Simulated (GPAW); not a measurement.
## H6PbCBr3N (Pm): G0W0 on several meshes in GPAW

Aim: the GW shift of H6PbCBr3N (Pm) against the k mesh.

Method: LDA and many-body steps on it, plane waves, in GPAW 26.7.0.

Most raw output is cut from this account.

## Step 1: Starting point

The structure is monoclinic, space group Pm (No. 6). The conventional cell has a = 6.039 Å, b = 6.060 Å, c = 6.128 Å, α = 90.00°, β = 90.07°, γ = 90.00°. H has 1 N at 1.04 Å nearest. Nearest to H lie 1 N at 1.04 Å. Nearest to H lie 1 C at 1.09 Å. Nearest to H lie 1 C at 1.10 Å. Nearest to Pb lie 6 Br at 2.98 to 3.11 Å. C has 3 H at 1.09 to 1.10 Å and 1 N at 1.49 Å nearest. Farther neighbours and most contacts between anions are not listed.

As a file:

```xyz
12
Lattice="6.0385 0.0000 0.0000 0.0000 6.0597 0.0000 -0.0077 0.0000 6.1282" Properties=species:S:1:pos:R:3 pbc="T T T"
H     1.3105    5.2241    5.9332
H     1.0720    0.0000    1.2173
H     4.9819    5.1625    0.3776
H     5.2433    0.0000    4.9743
H     4.9819    0.8972    0.3776
H     1.3105    0.8356    5.9332
Pb    2.8662    3.0298    2.9292
C     5.4108    0.0000    6.0578
Br    2.5893    3.0298    5.9612
Br    2.6219    0.0000    3.1420
Br    5.8331    3.0298    2.7009
N     0.8488    0.0000    0.1990
```

The cell and positions are those that the Materials Project relaxed with its own functionals (PBE, PBE+U or r2SCAN), kept fixed. Spin-orbit coupling is left out unless a step names it.

## Step 2: Empty states on the mesh, 2×2×2 mesh, 764 bands

This step: GPAW 26.7.0; DFT, LDA, plane waves, PAW.

The sums over transitions need many empty states on a uniform mesh; this step solves for them.

Contents of run.py:

```python
import json
import numpy as np
from gpaw.mpi import world
from gpaw import GPAW

calc = GPAW('gs.gpw').fixed_density(kpts={'size': (2, 2, 2), 'gamma': True},
    parallel={'domain': 1, 'band': 1},
    txt='nscf.txt')
calc.diagonalize_full_hamiltonian(nbands=764)
calc.write('full.gpw', mode='all')
res = {}
kpts = calc.get_ibz_k_points()
res['kpts'] = kpts
res['eigenvalues'] = [calc.get_eigenvalues(kpt=k) for k in range(len(kpts))]
res['n_electrons'] = calc.get_number_of_electrons()

if world.rank == 0:
    with open('result.json', 'w') as f:
        json.dump(res, f, default=lambda x: x.tolist())
```

On the command line:

```console
> mpirun -n 8 gpaw python run.py
```

Wall time 4.5 min (8 MPI ranks of AMD EPYC 7R43, shared host); peak memory 30 GiB.

This step gave:

| Item | Value |
| --- | --- |
| gap | 1.898 eV |
| k of the valence top | 0.5, 0.5, 0.5 |
| k of the conduction bottom | 0.5, 0.5, 0.5 |
| least direct gap | 1.898 eV |
| k points computed | 8 |
| lowest point of the top converged band, above the valence top | 123.1488 eV |

On this mesh the gap is 1.898 eV.

## Step 3: 2×2×2

G0W0 replaces the xc potential by the self-energy, built once from these orbitals. Only a window of levels is corrected, while the sums run over the empty bands that the input names.

This step: G0W0 on LDA, plane waves, PAW.

Contents of run.py:

```python
import json
import numpy as np
from gpaw.mpi import world
from gpaw.response.g0w0 import G0W0

gw = G0W0('full.gpw',
    filename='gw',
    kpts=[0, 7],
    bands=(23, 27),
    ecut=39,
    nbands=124,
    integrate_gamma='WS',
    ppa=True)
gw.calculate()
res = {mode: {k: v for k, v in r.items() if k != 'sigma_eskwn'}
       for mode, r in gw.all_results.items()}

if world.rank == 0:
    with open('result.json', 'w') as f:
        json.dump(res, f, default=lambda x: x.tolist())
```

On the command line:

```console
> mpirun -n 8 gpaw python run.py
```

Elapsed: 26 s, on 8 MPI ranks; peak memory 3.9 GiB; 3.4 min of CPU time.

This step gave:

```
G0W0 gap on the points computed              : 2.981 eV
least direct G0W0 gap on the computed points : 2.981 eV
Z at the valence top                         : 0.8041
Z at the conduction bottom                   : 0.8171
starting gap on the mesh                     : 1.898 eV
k of the valence top                         : 0.5, 0.5, 0.5
k of the conduction bottom                   : 0.5, 0.5, 0.5
```

The gap on the mesh goes from 1.90 eV to 2.98 eV, a correction of +1.08 eV.

## Step 4: Empty states on the mesh, 4×4×4 mesh, 134 bands

This step: DFT, LDA, plane waves, PAW.

Contents of run.py:

```python
import json
import numpy as np
from gpaw.mpi import world
from gpaw import GPAW

calc = GPAW('gs.gpw').fixed_density(kpts={'size': (4, 4, 4), 'gamma': True},
    nbands=156,
    convergence={'bands': 134},
    txt='nscf.txt')
calc.write('full.gpw', mode='all')
res = {}
kpts = calc.get_ibz_k_points()
res['kpts'] = kpts
res['eigenvalues'] = [calc.get_eigenvalues(kpt=k) for k in range(len(kpts))]
res['n_electrons'] = calc.get_number_of_electrons()

if world.rank == 0:
    with open('result.json', 'w') as f:
        json.dump(res, f, default=lambda x: x.tolist())
```

On the command line:

```console
> mpirun -n 8 gpaw python run.py
```

The job ended after 2 min (8 MPI ranks; peak memory 3.1 GiB).

Numbers from this step:

```yaml
gap: 1.898 eV
k_of_the_valence_top: 0.5, 0.5, 0.5
k_of_the_conduction_bottom: 0.5, 0.5, 0.5
least_direct_gap: 1.898 eV
k_points_computed: 30
lowest_point_of_the_top_converged_band_above_the_valence_top: 32.72 eV
```

On this mesh the gap is 1.898 eV.

## Step 5: 4×4×4

This step: G0W0 on LDA, plane waves, PAW.

Contents of run.py:

```python
import json
import numpy as np
from gpaw.mpi import world
from gpaw.response.g0w0 import G0W0

gw = G0W0('full.gpw',
    filename='gw',
    kpts=[0, 29],
    bands=(23, 27),
    ecut=39,
    nbands=124,
    integrate_gamma='WS',
    ppa=True)
gw.calculate()
res = {mode: {k: v for k, v in r.items() if k != 'sigma_eskwn'}
       for mode, r in gw.all_results.items()}

if world.rank == 0:
    with open('result.json', 'w') as f:
        json.dump(res, f, default=lambda x: x.tolist())
```

On the command line:

```console
> mpirun -n 8 gpaw python run.py
```

It took 5.7 min on 8 MPI ranks; peak memory 5.1 GiB; 45 min of CPU time.

This step gave:

```
G0W0 gap on the points computed              : 2.832 eV
least direct G0W0 gap on the computed points : 2.832 eV
Z at the valence top                         : 0.8103
Z at the conduction bottom                   : 0.8232
starting gap on the mesh                     : 1.898 eV
k of the valence top                         : 0.5, 0.5, 0.5
k of the conduction bottom                   : 0.5, 0.5, 0.5
```

Against G0W0 in GPAW (2×2×2 mesh, 124 bands, screening to 39 eV, Godby-Needs plasmon pole), the gap moves by −0.148 eV.

## Step 6: Side by side

Times are wall times on 8 MPI ranks of AMD EPYC 7R43, shared host, good to a factor of about two.

```
  run   mesh  bands  screening cutoff (eV)  DFT gap (eV)  gap on the mesh (eV)  direct (eV)     time
2×2×2  2×2×2    124                     39         1.898                 2.981        2.981     26 s
4×4×4  4×4×4    124                     39         1.898                 2.832        2.832  5.7 min
```

## Step 7: Outcome

```json
{
  "2×2×2": "2.981 eV",
  "4×4×4": "2.832 eV",
  "known limits": "not at the basis limit; no spin-orbit coupling; coarse k mesh"
}
```

In words: 4×4×4: −0.148 eV against 2×2×2. Bands and cutoff are finite, so the gap is not at the basis limit. The miss can reach some tenths of an eV and take either sign; the mesh is an error of its own. These stock PAW sets were not made for GW; the filled d or f shell of Br lies in the frozen core, which bears on start and correction. In the G0W0 runs levels were corrected at 2 k points alone, so a gap called «on the mesh» is the least over those, and an edge elsewhere would be missed. The 2×2×2 mesh is coarse for this cell, which bears on the long-range parts of exchange and screening. Mesh or cutoff lie under what a gap needs, so these runs test behaviour and cost; their gaps are not to be quoted. Where an edge is built on 6p states of lead, bismuth or thallium, scalar-relativistic gaps usually stand too wide, by a few tenths to over one eV. The many-body steps are scalar-relativistic: spin-orbit coupling is not in them.

[Paths, hosts, dates, memory and timing lines, banners, echoed tables and standing remarks are left out of the program output.]

[Logs are printed without paths, hosts, clocks, repeated set-up lines and the standing remarks that a program may print on its own settings, such as how far it seeks lower states.]

[Runs of the session that timed out or met a known fault of the program may be left out.]

[Hosts, paths, dates, database ids (printed as entryN), source tags and the programs' standing remarks are cut or masked in the printed files.]
